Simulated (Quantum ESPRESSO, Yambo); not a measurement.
An input for Yambo 5.3.0 (V2O5 (Pmmn)):

```
HF_and_locXC
gw0
dyson
ppa
em1d
rim_cut
RandQpts= 1000000
RandGvec= 1 RL
EXXRLvcs= 76 Ry
VXCRLvcs= 304 Ry
Chimod= "HARTREE"
% BndsRnXp
 1 | 143 |
%
NGsBlkXp= 9 Ry
% LongDrXp
 1 | 1 | 1 |
%
% GbndRnge
 1 | 143 |
%
DysSolver= "n"
ExtendOut
PPAPntXp= 27.21138 eV
% QPkrange
 9 | 9 | 55 | 58 |
 1 | 1 | 55 | 58 |
 3 | 3 | 55 | 58 |
%
```

```sh
OMP_NUM_THREADS=2 mpirun -n 4 yambo -F gw10.in -J gw10 -C gw10 > gw10.log
```

The stored states that it reads are on a 4×1×4 mesh. Symmetry: Pmmn, No. 59, orthorhombic system. Conventional cell: a = 3.564 Å, b = 11.512 Å, c = 4.368 Å, α = 90.00°, β = 90.00°, γ = 90.00°. Nearest to V lie 5 O at 1.58 to 2.02 Å. O has 1 V at 1.58 Å nearest. Nearest to O lie 3 V at 1.88 to 2.02 Å. Nearest to O lie 2 V at 1.78 Å. Farther neighbours and most contacts between anions are not listed.

Q: How long will it take on 4 MPI ranks of AMD EPYC 7R43, shared host, and how much memory?

It took 6.8 min; on shared hardware allow 3.4 min to 14 min. Peak host memory was 5.2 GiB.

The screening grows as filled bands × empty bands × pairs of k points, times the square of the screening basis for the matrix.

[Paths, hosts, dates, memory and timing lines, banners, echoed tables and standing remarks are left out of the program output.]

[Logs are printed without paths, hosts, clocks, repeated set-up lines and the standing remarks that a program may print on its own settings, such as how far it seeks lower states.]

[Runs of the session that timed out or met a known fault of the program may be left out.]

[Hosts, paths, dates, database ids (printed as entryN), source tags and the programs' standing remarks are cut or masked in the printed files.]
